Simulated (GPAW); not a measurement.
Consider LaBi (Fm-3m).

```
Bi La
1.0
     0.00000    3.28250    3.28250
     3.28250    0.00000    3.28250
     3.28250    3.28250    0.00000
Bi La
1 1
Direct
  0.50000 0.50000 0.50000
  0.00000 0.00000 0.00000
```

Absorber: atom 2, with 6 Bi at 3.28 Å (octahedral, site symmetry m-3m). Method: GPAW, LDA, excited-electron core hole (neutral cell), 8-atom cell with 6.6 Å between holes, 4×4×4 k points, dipole transitions, Gaussian full width 3.41 eV up to 4 eV, rising linearly to 3.5 eV at 25 eV, without spin-orbit coupling.

The database entry behind the starting cell differs from later determinations by our own check (about 0.2 % short), so it need not match the best structure at ambient conditions.

Where do the maxima of the La L₃ edge fall?

Main maxima up to 30 eV above the zero (height): 1.4 eV (2.64), 12.2 eV (0.79) and 23.2 eV (0.90). At an L edge the dipole rule selects empty d (and weakly s) states on the absorber, and the strong line at the onset measures the empty part of its d band. 

The La L₃ spectrum (energy from the lowest empty level; intensity scaled to a mean of 1 over the first 20 eV):

```tsv
E (eV)	intensity
-2.00	0.38
-1.25	0.85
-0.50	1.52
0.25	2.19
1.00	2.59
1.75	2.58
2.50	2.23
3.25	1.73
4.00	1.26
4.75	0.92
5.50	0.73
6.25	0.67
7.00	0.68
7.75	0.69
8.50	0.69
9.25	0.68
10.00	0.69
10.75	0.73
11.50	0.77
12.25	0.79
13.00	0.77
13.75	0.72
14.50	0.66
15.25	0.63
16.00	0.63
16.75	0.63
17.50	0.63
18.25	0.62
19.00	0.64
19.75	0.67
20.50	0.72
21.25	0.79
22.00	0.85
22.75	0.89
23.50	0.90
24.25	0.86
25.00	0.78
25.75	0.69
26.50	0.62
27.25	0.57
28.00	0.56
28.75	0.56
29.50	0.57
30.25	0.57
31.00	0.57
```

Only the L₃ part is meant: spin–orbit coupling of the core level isn't computed and the L₂ copy isn't added. The script folds with a Gaussian, whereas the core hole's own line is a Lorentzian, so the onset is too steep and the first peak too high. The structure is a published determination, not relaxed.

[Banner, clock and machine lines of the logs are left out without a mark of their own.]

[Logs are printed without paths, hosts, clocks, repeated set-up lines and the standing remarks that a program may print on its own settings, such as how far it seeks lower states.]

[Hosts, paths, dates, database ids (printed as entryN), source tags and the programs' standing remarks are cut or masked in the printed files.]

[Lists of maxima count a maximum above −3 eV only where it reaches 4 % of the highest in the window and stands out from its surroundings by 2 % of it (1.5 % where it reaches 55 %); shoulders and weaker maxima are passed over, and of the rest the first, up to two pre-edge ones and the few strongest are named.]
